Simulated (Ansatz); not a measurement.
# Sr on Ni(100): change of the work function

How does one ordered layer of Sr (hollow site) change the work function of Ni(100), and what dipole does each adsorbate carry?

Method: plane-wave DFT, PBE, Ansatz PAW, in Ansatz 0.2.0.

## Step 1: The structure

The cell holds 4 atoms: 4 Ni. Cell: a = 2.489 Å, b = 2.489 Å, c = 23.280 Å, α = 90.0°, β = 90.0°, γ = 90.0°. Vacuum lies along c.

## Step 2: The clean slab

The bare slab comes first, as the zero from which every change is counted. The two lowest layers are held at bulk places and the upper ones relax. The dipole correction removes the false field that a one-sided slab makes across the periodic vacuum, so each face gets a flat vacuum level of its own.

input.yaml reads:

```yaml
crystal:
  lattice:
    - [2.4890158698, 0.0, 0.0]
    - [0.0, 2.4890158698, 0.0]
    - [0.0, 0.0, 23.28]
  atoms:
    - { symbol: Ni, position: [0.5, 0.5, 0.3865979381], spin: 0.7 }
    - { symbol: Ni, position: [0.0, 0.0, 0.4621993127], spin: 0.7 }
    - { symbol: Ni, position: [0.5, 0.5, 0.5378006873], spin: 0.7 }
    - { symbol: Ni, position: [0.0, 0.0, 0.6134020619], spin: 0.7 }
magnetization:
  spin_polarized: true
kpoints:
  mp_grid: { grid: [12, 12, 1] }
hamiltonian:
  xc: pbe
scf:
  occupations: { method: fermi_dirac, width: 0.1 }
  convergence: { dr2_threshold: 1.0e-08 }
efield:
  axis: 3
  dipole_correction: true
  ramp_position: 0.97
  ramp_width: 0.06
relax:
  f_tol: 0.02
  max_steps: 60
  constraints: [{ sites: [0, 1] }]
output:
  write_potential: true
  write_density: true
  volumetric_format: npy
```

Run with:

```bash
ansatz run input.yaml --threads 8 --pin off --max-ram 12288MiB --backend cpu --events-out ev --progress --plain --runs-dir out
```

Numbers of over 12 decimals in the logs are rounded to 6 here.

Output:

```text
Engine: ansatz 0.2.0, x86_64-unknown-linux-gnu
Pseudopotentials: kind: paw
Pseudopotential: Ni, paw, valence charge 18, recommended cutoff 420 eV (normal), Ni.paw.azcp
Functional definition: PBE
  parameter kappa = 0.804
  parameter beta = 0.066725
  exchange = pbe_x(kappa = kappa, mu = beta*pi^2/3)
  correlation = pbe_c(beta = beta)
Crystal: 4 atoms, lattice volume = 144.224 Å³
Basis set: ecut = 420 eV, 2797 PW (Γ), exchange–correlation on 36×36×320 points (8 copies of the dense FFT grid, shifted against one another)
Bands: 45, of which v1, the nominal top of the filled ones, is band 36 counted from 1 (35 counted from 0)
Symmetry: 8 space group operations
k-points: 28 of 144
Non-local potential: Ni, projectors of the file, l = 0: 3, l = 1: 2, l = 2: 3, l = 3: 1
PAW form: soft (Blöchl's): semilocal exchange-correlation on the pseudo side does not see the compensation charge
PAW one-centre angular grid: Ni, 590 points (default); XC on 64 Gauss nodes
Initial density: superposition of atomic densities (neutral atoms: chi_scale 0, normalization atom)
Starting moments: Σ|m| = 2.8 μB on 4 of 4 sites
Initial wavefunctions: pseudopotential atomic-orbital guess
Functional: x = pbe(κ = 0.804, μ = 0.219515), c = pbe(β = 0.066725)
SCF iter   1: F=—  HF=-23353.273585 eV  |F-HF|=—  |Δ(HF+E_count)|=         —  Δρ=2.27e-2 (↑1.48e-2 ↓2.27e-2)  dr2=3.71e0  dr2_m=2.44e-1  M=2.982 μB ∫|m|=3.119 μB  β_m=1.00  ethr=3.10e-3  p=0.000 e·Å  D=1.30e-14 V/Å  ΔV_dip=-0.00 eV  dr2_dipole=1.54e-8  V_vac-E_F(+/−)=7.12/7.12 eV  ⟨swp⟩=12.1  Hψ=13190  notcnv=0  defer=20
Mixer restart at iter 1: flushing history
efield: sawtooth ramp at fractional position 0.9700 (set: `efield.ramp_position`, or a place that a band, a saddle search or an elastic batch's reference lends), width 0.0600; the density the first Hamiltonian is built on has a dipole p = 0.000 e·Å; the dipole correction subtracts the counter field D = 1.30e-14 V/Å, which shifts the + side's vacuum level by -0.00 eV against the − side's; the planar-averaged density in the ramp window peaks in size at 2.1e-5 e/Å³
preconditioner: auto → LDOS  [metal: Δε(μ)=0.011 eV  Ē_g=6.947 eV  σ=0.100 eV  W_gap=0.03  n_scr=18 (ndim 8)  ℏωp=19.6 eV  f_vac=0.627  D(μ)=8.52/eV (n_scr^D=84)]
spin=Collinear: LDOS preconditioning applied to the charge; magnetization (m = ρ↑ − ρ↓) channel mixes plain (no charge-response kernel on spin).
SCF iter   2: F=—  HF=-23353.965802 eV  |F-HF|=—  |Δ(HF+E_count)|=   6.92e-1  Δρ=1.21e-2 (↑1.21e-2 ↓9.33e-3)  dr2=7.32e-1  dr2_m=5.55e-3  M=2.942 μB ∫|m|=3.205 μB  β_m=0.33  ethr=3.10e-3  p=-0.000 e·Å  D=-5.03e-4 V/Å  ΔV_dip=0.01 eV  dr2_dipole=3.44e-4  V_vac-E_F(+/−)=6.25/6.24 eV  ⟨swp⟩=2.6  Hψ=4391  notcnv=0  defer=71
density mixer auto → msr1: a metal under ldos (density of states about μ 3.98 of a free-electron gas's, 18 screened modes)
SCF iter   3: F=—  HF=-23355.551918 eV  |F-HF|=—  |Δ(HF+E_count)|=    1.59e0  Δρ=4.88e-3 (↑4.88e-3 ↓4.71e-3)  dr2=1.34e-1  dr2_m=2.77e-3  M=2.939 μB ∫|m|=3.247 μB  β_m=0.46  ethr=1.02e-3  p=0.000 e·Å  D=3.78e-5 V/Å  ΔV_dip=-0.00 eV  dr2_dipole=3.40e-4  V_vac-E_F(+/−)=5.73/5.73 eV  ⟨swp⟩=3.0  Hψ=4152  notcnv=0  defer=71
SCF iter   4: F=—  HF=-23356.854318 eV  |F-HF|=—  |Δ(HF+E_count)|=         —  Δρ=5.23e-3 (↑4.55e-3 ↓5.23e-3)  dr2=8.94e-2  dr2_m=2.31e-3  M=2.908 μB ∫|m|=3.268 μB  β_m=0.46  ethr=1.86e-4  p=0.000 e·Å  D=3.25e-4 V/Å  ΔV_dip=-0.01 eV  dr2_dipole=2.72e-4  V_vac-E_F(+/−)=5.25/5.26 eV  ⟨swp⟩=3.1  Hψ=4802  notcnv=0  defer=73
SCF iter   5: F=—  HF=-23357.159715 eV  |F-HF|=—  |Δ(HF+E_count)|=   3.05e-1  Δρ=4.07e-3 (↑1.37e-3 ↓4.07e-3)  dr2=2.79e-2  dr2_m=4.11e-3  M=2.834 μB ∫|m|=3.203 μB  β_m=0.73  ethr=1.24e-4  p=0.000 e·Å  D=4.54e-4 V/Å  ΔV_dip=-0.01 eV  dr2_dipole=8.32e-6  V_vac-E_F(+/−)=5.09/5.10 eV  ⟨swp⟩=2.2  Hψ=4058  notcnv=0  defer=82
SCF iter   6: F=—  HF=-23357.242206 eV  |F-HF|=—  |Δ(HF+E_count)|=   8.25e-2  Δρ=3.24e-3 (↑1.11e-3 ↓3.24e-3)  dr2=1.63e-2  dr2_m=1.92e-3  M=2.757 μB ∫|m|=3.129 μB  β_m=0.87  ethr=3.88e-5  p=0.000 e·Å  D=5.27e-6 V/Å  ΔV_dip=-0.00 eV  dr2_dipole=5.76e-6  V_vac-E_F(+/−)=4.96/4.96 eV  ⟨swp⟩=2.1  Hψ=4145  notcnv=0  defer=90
SCF iter   7: F=—  HF=-23357.242451 eV  |F-HF|=—  |Δ(HF+E_count)|=   2.45e-4  Δρ=1.82e-3 (↑1.56e-3 ↓1.82e-3)  dr2=9.87e-3  dr2_m=8.37e-5  M=2.755 μB ∫|m|=3.127 μB  β_m=0.66  ethr=2.26e-5  p=0.000 e·Å  D=3.27e-4 V/Å  ΔV_dip=-0.01 eV  dr2_dipole=7.54e-5  V_vac-E_F(+/−)=4.88/4.89 eV  ⟨swp⟩=2.4  Hψ=4725  notcnv=0  defer=98
SCF iter   8: F=—  HF=-23357.240247 eV  |F-HF|=—  |Δ(HF+E_count)|=   2.20e-3  Δρ=2.55e-4 (↑1.49e-4 ↓2.55e-4)  dr2=1.70e-4  dr2_m=2.56e-5  M=2.755 μB ∫|m|=3.126 μB  β_m=0.74  ethr=1.37e-5  p=-0.000 e·Å  D=-1.23e-5 V/Å  ΔV_dip=0.00 eV  dr2_dipole=2.02e-6  V_vac-E_F(+/−)=4.91/4.91 eV  ⟨swp⟩=2.0  Hψ=3863  notcnv=0  defer=95
SCF iter   9: F=—  HF=-23357.240285 eV  |F-HF|=—  |Δ(HF+E_count)|=   3.76e-5  Δρ=2.28e-4 (↑1.75e-4 ↓2.28e-4)  dr2=8.95e-5  dr2_m=2.42e-5  M=2.752 μB ∫|m|=3.123 μB  β_m=0.72  ethr=2.35e-7  p=0.000 e·Å  D=1.30e-4 V/Å  ΔV_dip=-0.00 eV  dr2_dipole=5.69e-6  V_vac-E_F(+/−)=4.89/4.89 eV  ⟨swp⟩=3.1  Hψ=5271  notcnv=0  defer=95
SCF iter  10: F=—  HF=-23357.240274 eV  |F-HF|=—  |Δ(HF+E_count)|=   1.09e-5  Δρ=1.36e-4 (↑1.03e-4 ↓1.36e-4)  dr2=4.25e-5  dr2_m=4.06e-6  M=2.751 μB ∫|m|=3.123 μB  β_m=0.67  ethr=1.24e-7  p=-0.000 e·Å  D=-5.54e-5 V/Å  ΔV_dip=0.00 eV  dr2_dipole=1.86e-7  V_vac-E_F(+/−)=4.88/4.88 eV  ⟨swp⟩=2.4  Hψ=4528  notcnv=0  defer=95
SCF iter  11: F=—  HF=-23357.240265 eV  |F-HF|=—  |Δ(HF+E_count)|=   9.05e-6  Δρ=4.36e-5 (↑3.22e-5 ↓4.36e-5)  dr2=6.02e-6  dr2_m=2.16e-7  M=2.751 μB ∫|m|=3.123 μB  β_m=0.74  ethr=5.90e-8  p=-0.000 e·Å  D=-1.22e-5 V/Å  ΔV_dip=0.00 eV  dr2_dipole=2.13e-7  V_vac-E_F(+/−)=4.88/4.88 eV  ⟨swp⟩=2.1  Hψ=3389  notcnv=0  defer=95
SCF iter  12: F=—  HF=-23357.240265 eV  |F-HF|=—  |Δ(HF+E_count)|=   8.11e-7  Δρ=7.82e-6 (↑5.13e-6 ↓7.82e-6)  dr2=2.13e-7  dr2_m=3.28e-8  M=2.751 μB ∫|m|=3.123 μB  β_m=0.71  ethr=8.36e-9  p=-0.000 e·Å  D=-6.03e-7 V/Å  ΔV_dip=0.00 eV  dr2_dipole=4.93e-9  V_vac-E_F(+/−)=4.88/4.88 eV  ⟨swp⟩=2.5  Hψ=4578  notcnv=0  defer=95
SCF iter  13: F=—  HF=-23357.240266 eV  |F-HF|=—  |Δ(HF+E_count)|=   2.53e-7  Δρ=4.72e-6 (↑3.26e-6 ↓4.72e-6)  dr2=1.06e-8  dr2_m=1.72e-8  M=2.751 μB ∫|m|=3.123 μB  β_m=0.85  ethr=2.96e-10  p=-0.000 e·Å  D=-1.92e-7 V/Å  ΔV_dip=0.00 eV  dr2_dipole=6.64e-11  V_vac-E_F(+/−)=4.88/4.88 eV  ⟨swp⟩=2.6  Hψ=4112  notcnv=0  defer=95
[...]
spin=Collinear: LDOS preconditioning applied to the charge; magnetization (m = ρ↑ − ρ↓) channel mixes plain (no charge-response kernel on spin).
SCF iter   2: F=—  HF=-23357.251606 eV  |F-HF|=—  |Δ(HF+E_count)|=   2.09e-3  Δρ=4.93e-4 (↑4.93e-4 ↓4.31e-4)  dr2=2.42e-3  dr2_m=1.26e-5  M=2.753 μB ∫|m|=3.125 μB  β_m=0.33  ethr=1.74e-5  p=0.001 e·Å  D=8.92e-4 V/Å  ΔV_dip=-0.02 eV  dr2_dipole=6.01e-4  V_vac-E_F(+/−)=4.85/4.87 eV  ⟨swp⟩=2.0  Hψ=4020  notcnv=0  defer=97
density mixer auto → msr1: a metal under ldos (density of states about μ 3.61 of a free-electron gas's, 18 screened modes)
SCF iter   3: F=—  HF=-23357.251435 eV  |F-HF|=—  |Δ(HF+E_count)|=   1.70e-4  Δρ=4.88e-4 (↑4.88e-4 ↓2.49e-4)  dr2=7.45e-4  dr2_m=9.24e-5  M=2.753 μB ∫|m|=3.125 μB  β_m=0.45  ethr=3.36e-6  p=0.001 e·Å  D=1.05e-3 V/Å  ΔV_dip=-0.02 eV  dr2_dipole=1.32e-4  V_vac-E_F(+/−)=4.85/4.87 eV  ⟨swp⟩=1.7  Hψ=2896  notcnv=0  defer=97
SCF iter   4: F=—  HF=-23357.251505 eV  |F-HF|=—  |Δ(HF+E_count)|=   7.02e-5  Δρ=2.40e-4 (↑2.31e-4 ↓2.40e-4)  dr2=9.18e-5  dr2_m=6.32e-5  M=2.751 μB ∫|m|=3.123 μB  β_m=0.53  ethr=1.03e-6  p=0.000 e·Å  D=5.67e-4 V/Å  ΔV_dip=-0.01 eV  dr2_dipole=1.17e-5  V_vac-E_F(+/−)=4.86/4.88 eV  ⟨swp⟩=1.7  Hψ=3015  notcnv=0  defer=97
SCF iter   5: F=—  HF=-23357.251553 eV  |F-HF|=—  |Δ(HF+E_count)|=   4.73e-5  Δρ=1.14e-4 (↑1.14e-4 ↓1.13e-4)  dr2=1.01e-5  dr2_m=1.60e-5  M=2.750 μB ∫|m|=3.121 μB  β_m=0.77  ethr=1.27e-7  p=0.000 e·Å  D=2.76e-4 V/Å  ΔV_dip=-0.01 eV  dr2_dipole=3.85e-6  V_vac-E_F(+/−)=4.88/4.88 eV  ⟨swp⟩=2.0  Hψ=4029  notcnv=0  defer=97
SCF iter   6: F=—  HF=-23357.251570 eV  |F-HF|=—  |Δ(HF+E_count)|=   1.68e-5  Δρ=7.87e-5 (↑5.68e-5 ↓7.87e-5)  dr2=3.08e-5  dr2_m=6.45e-7  M=2.749 μB ∫|m|=3.121 μB  β_m=0.66  ethr=1.40e-8  p=0.000 e·Å  D=1.75e-5 V/Å  ΔV_dip=-0.00 eV  dr2_dipole=5.33e-6  V_vac-E_F(+/−)=4.88/4.88 eV  ⟨swp⟩=2.9  Hψ=5188  notcnv=0  defer=97
SCF iter   7: F=—  HF=-23357.251567 eV  |F-HF|=—  |Δ(HF+E_count)|=   2.76e-6  Δρ=2.41e-5 (↑2.41e-5 ↓2.06e-5)  dr2=3.45e-6  dr2_m=1.92e-7  M=2.749 μB ∫|m|=3.120 μB  β_m=0.58  ethr=1.40e-8  p=0.000 e·Å  D=3.59e-5 V/Å  ΔV_dip=-0.00 eV  dr2_dipole=8.63e-7  V_vac-E_F(+/−)=4.88/4.88 eV  ⟨swp⟩=2.1  Hψ=4400  notcnv=0  defer=97
SCF iter   8: F=—  HF=-23357.251567 eV  |F-HF|=—  |Δ(HF+E_count)|=   1.58e-7  Δρ=1.65e-5 (↑7.45e-6 ↓1.65e-5)  dr2=4.36e-7  dr2_m=7.75e-8  M=2.749 μB ∫|m|=3.120 μB  β_m=0.56  ethr=4.79e-9  p=0.000 e·Å  D=4.05e-5 V/Å  ΔV_dip=-0.00 eV  dr2_dipole=1.80e-8  V_vac-E_F(+/−)=4.88/4.88 eV  ⟨swp⟩=2.3  Hψ=3811  notcnv=0  defer=97
SCF iter   9: F=—  HF=-23357.251567 eV  |F-HF|=—  |Δ(HF+E_count)|=   2.04e-7  Δρ=6.23e-6 (↑6.23e-6 ↓5.96e-6)  dr2=8.13e-8  dr2_m=2.07e-8  M=2.748 μB ∫|m|=3.120 μB  β_m=0.54  ethr=6.05e-10  p=0.000 e·Å  D=3.80e-5 V/Å  ΔV_dip=-0.00 eV  dr2_dipole=2.69e-9  V_vac-E_F(+/−)=4.88/4.88 eV  ⟨swp⟩=2.7  Hψ=4695  notcnv=0  defer=97
SCF iter  10: F=—  HF=-23357.251567 eV  |F-HF|=—  |Δ(HF+E_count)|=   6.01e-9  Δρ=4.10e-6 (↑1.46e-6 ↓4.10e-6)  dr2=1.14e-8  dr2_m=8.05e-9  M=2.748 μB ∫|m|=3.120 μB  β_m=0.57  ethr=1.13e-10  p=0.000 e·Å  D=4.37e-5 V/Å  ΔV_dip=-0.00 eV  dr2_dipole=1.61e-10  V_vac-E_F(+/−)=4.88/4.88 eV  ⟨swp⟩=2.6  Hψ=4349  notcnv=0  defer=97
SCF iter  11: F=—  HF=-23357.251567 eV  |F-HF|=—  |Δ(HF+E_count)|=   2.99e-8  Δρ=1.39e-6 (↑1.36e-6 ↓1.39e-6)  dr2=4.67e-9  dr2_m=1.48e-9  M=2.748 μB ∫|m|=3.120 μB  β_m=0.55  ethr=1.58e-11  p=0.000 e·Å  D=4.29e-5 V/Å  ΔV_dip=-0.00 eV  dr2_dipole=9.37e-10  V_vac-E_F(+/−)=4.88/4.88 eV  ⟨swp⟩=2.4  Hψ=4320  notcnv=0  defer=97
SCF iter  12: F=-23357.251567 eV  HF=-23357.251567 eV  |F-HF|=5.93e-10  |Δ(HF+E_count)|=  5.02e-10  Δρ=7.46e-7 (↑2.51e-7 ↓7.46e-7)  dr2=3.13e-9  dr2_m=1.70e-10  M=2.748 μB ∫|m|=3.120 μB  ethr=6.49e-12  p=0.000 e·Å  D=4.46e-5 V/Å  ΔV_dip=-0.00 eV  dr2_dipole=5.65e-10  V_vac-E_F(+/−)=4.88/4.88 eV  ⟨swp⟩=6.8  Hψ=16833  notcnv=0
SCF 3 converged in 12 iterations: F = -23357.251567 eV  dr2 = 3.13e-9
  greatest PAW one-centre occupation: 1.001 electrons in one spin orbital (limit 2), on the Ni atom at site 3 (counted from 0), in its partial waves of l = 1
relax step   3: F+E_penalty+E_count = -23357.25156682 eV  Δ(F+E_penalty+E_count) = -4.782e-3 eV  max|allowed force component| = 1.641e-2 eV/Å  Δτ_max = 0.0268 Å  (12 SCF iters, accepted)
NSCF: frozen V_eff on 28 k-points
the band table was solved once a step of the walk had ended and its energy, with any forces and stress, was formed, with the checks that follow a solve (14611 applications of the Hamiltonian). They found nothing against the state; the energy, forces and stress were not computed again (output.eigenvalues in the input reference)
WARN: The output density's exchange-correlation potential varies sharply where the density is thin. Do not read a vacuum level from v_tot or v_xc, or from such a field of the output density. On a cell that repeats whose density bears no net charge and no dipole along the vacuum's axis use v_es (v_loc + v_h of the components); under efield.dipole_correction with no amplitude use v_es + v_field, which holds any externa [...]
SCF converged after 12 iterations
Magnetization: 2.7484 μB (37.3742 up, 34.6258 down)
Absolute magnetization: 3.1226 μB (∫|ρ↑−ρ↓|, with the PAW one-centre terms)
Spin contamination: 0.0390 ħ² per cell (⟨S²⟩ above its minimum at these occupations)
Per-site moments (μB) at R_I (Å): [(0.762882, 1.026719), (0.693008, 1.026719), (0.696430, 1.007501), (0.757957, 1.007501)]
Free energy (F): -23357.251567 eV
Harris-Foulkes:  -23357.251567 eV  (|F-HF|=5.93e-10)
Internal energy: -23357.011351 eV  (E = F + TS)
E sigma→0 (E₀):  -23357.131459 eV
Entropy (-TS):   -0.240216 eV (-60.054 meV/atom)
Fermi energy:    2.140071 eV
Dipole field:    D = 0.000007 V/Å  (p = 0.000006 e·Å, saw-weighted, corrected)
Work function:   Φ+ = 4.8828 eV   Φ− = 4.8830 eV
Levels:          The Fermi level and band energies are counted from a zero that moves with the ramp; work functions are not
--- Per-component energies (eV) ---
  E_band       = -2276.906354
  E_kinetic    = 1125.839533
  E_local      = -160320.751541  (includes V_loc(G=0)·N_el)
  E_nonlocal   = 2550.732738
  E_hartree    = 78456.168957
  E_xc         = -335.347102
  E_vxc        = -432.080379  (∫ρ·V_xc dr)
  E_paw        = -6525.524436  (= ΣΔE_a)
  E_vpaw       = -2112.983654  (= ΣTr[D̂ρ^β])
  E_aug_tail   = 0.002110  (compensation charges beyond the density's cutoff)
  E_efield     = 0.000000  (sawtooth field / dipole correction)
  E_vefield    = 0.000003  (∫n·V_field dr)
  E_ewald      = 61691.868390
  E_smearing   = -0.240216  (= −TS)
  E_closure    = 0.000000  (closes the sum)
  Σ components = -23357.251567   (vs F -23357.251567, Δ=0.00e0)
--- Forces (eV/Å), atoms counted from 1 ---
  atom   1  Ni    -0.00000000     0.00000000     0.33191219
  atom   2  Ni    -0.00000000     0.00000000    -0.32933866
  atom   3  Ni    -0.00000000     0.00000000    -0.01641288
  atom   4  Ni     0.00000000     0.00000000     0.01385148
  max |Σ_I F_I| component: 1.21e-5 eV/Å
--- Band table (eV; the first three rows and the last of 56) ---
  k-point 0 ↑: bands = [... 32 lower, 1.1728, 1.2119, 1.2119, 1.4613, 1.5649, 1.5845, 1.5845, 2.2601, ... 5 higher]
  k-point 1 ↑: bands = [... 32 lower, 0.9720, 1.0134, 1.3137, 1.3535, 1.3948, 1.5289, 1.6083, 2.6289, ... 5 higher]
  k-point 2 ↑: bands = [... 32 lower, 0.8601, 0.8667, 1.2735, 1.3092, 1.4367, 1.5181, 1.6057, 3.3597, ... 5 higher]
  k-point 27 ↓: bands = [... 32 lower, 2.4956, 2.5557, 2.7827, 2.8183, 5.6265, 5.6265, 8.0826, 8.0826, ... 5 higher]
--- Relaxed structure (3 steps of the walk, 3 accepted, 0 SCFs on fresh bases) ---
  F+E_penalty+E_count = -23357.25156682 eV   max|allowed force component| = 1.641e-2 eV/Å
  atoms:
    - { symbol: Ni, position: [0.5, 0.5, 0.386598] }
    - { symbol: Ni, position: [0.0, 0.0, 0.4621993127] }
    - { symbol: Ni, position: [0.5, 0.5, 0.538752] }
    - { symbol: Ni, position: [0, 0.0, 0.611496] }
```

The job ended after 21 s (8 threads of Intel Xeon Platinum 8375C at 2.90GHz (Ice Lake), shared host; peak memory 0.78 GiB; 2.4 min of CPU time).

Relaxation path:

| step | energy less that of the first step (eV) | largest force component (eV/Å) |
| --- | --- | --- |
| 1 | 0.0000 | 0.3940 |
| 2 | -0.0065 | 0.2673 |
| 3 | -0.0113 | 0.0164 |

The run keeps the 8 symmetry operations that it works with, so distortions that break them were not tested.

The atoms that moved most (Å):

| atom | dx | dy | dz | length |
| --- | --- | --- | --- | --- |
| Ni4 | 0.000 | 0.000 | -0.044 | 0.044 |
| Ni3 | 0.000 | 0.000 | 0.022 | 0.022 |

The relaxed structure:

```xyz
4
Lattice="2.4890 0.0000 0.0000 0.0000 2.4890 0.0000 0.0000 0.0000 23.2800" Properties=species:S:1:pos:R:3
Ni    1.2445    1.2445    9.0000
Ni    0.0000    0.0000   10.7600
Ni    1.2445    1.2445   12.5421
Ni    0.0000    0.0000   14.2356
```

Numbers from this step:

- energy at zero smearing: -23357.1315 eV
- total moment: 2.748 μB
- site moments: 0.7629, 0.6930, 0.6964, 0.7580 μB
- work function, upper face: 4.883 eV
- dipole along the normal: 5.51e-6 e·Å

Running mean over 1.76 Å of the planar mean; the ramp of the sawtooth is left out. The electron's electrostatic potential energy less the Fermi level by z:

| z (Å) | electron's electrostatic potential energy less the Fermi level (eV) |
| --- | --- |
| 3.0 | 4.88 |
| 3.5 | 4.88 |
| 4.0 | 4.88 |
| 4.5 | 4.88 |
| 5.0 | 4.88 |
| 5.5 | 4.87 |
| 6.0 | 4.84 |
| 6.5 | 4.74 |
| 7.0 | 4.38 |
| 7.5 | 2.92 |
| 8.0 | -1.70 |
| 8.5 | -7.37 |
| 9.0 | -9.86 |
| 9.5 | -10.2 |
| 10.0 | -10.3 |
| 10.5 | -10.3 |
| 11.0 | -10.3 |
| 11.5 | -10.1 |
| 12.0 | -10.2 |
| 12.5 | -10.4 |
| 13.0 | -10.9 |
| 13.5 | -11.0 |
| 14.0 | -10.5 |
| 14.5 | -9.08 |
| 15.0 | -4.60 |
| 15.5 | 1.15 |
| 16.0 | 3.97 |
| 16.5 | 4.63 |
| 17.0 | 4.81 |
| 17.5 | 4.86 |
| 18.0 | 4.88 |
| 18.5 | 4.88 |
| 19.0 | 4.88 |
| 19.5 | 4.88 |
| 20.0 | 4.88 |

Site moment by atom:

| atom | site moment (μB) |
| --- | --- |
| Ni1 | 0.763 |
| Ni2 | 0.693 |
| Ni3 | 0.696 |
| Ni4 | 0.758 |

The relaxation took 3 steps and lowered the energy by 0.011 eV; the largest force on the free atoms ends at 0.016 eV/Å.

The work function of the upper face is 4.88 eV.

[end of part 1 of 4]

[Logs are printed without paths, hosts, clocks, repeated set-up lines and the standing remarks that a program may print on its own settings, such as how far it seeks lower states.]

[Hosts, paths, dates, database ids (printed as entryN), source tags and the programs' standing remarks are cut or masked in the printed files.]

[Maps of the electrostatic potential energy from Ansatz leave out the sawtooth potential of an applied field or a dipole correction, so their vacuum need not be flat; planar profiles and work functions include it.]
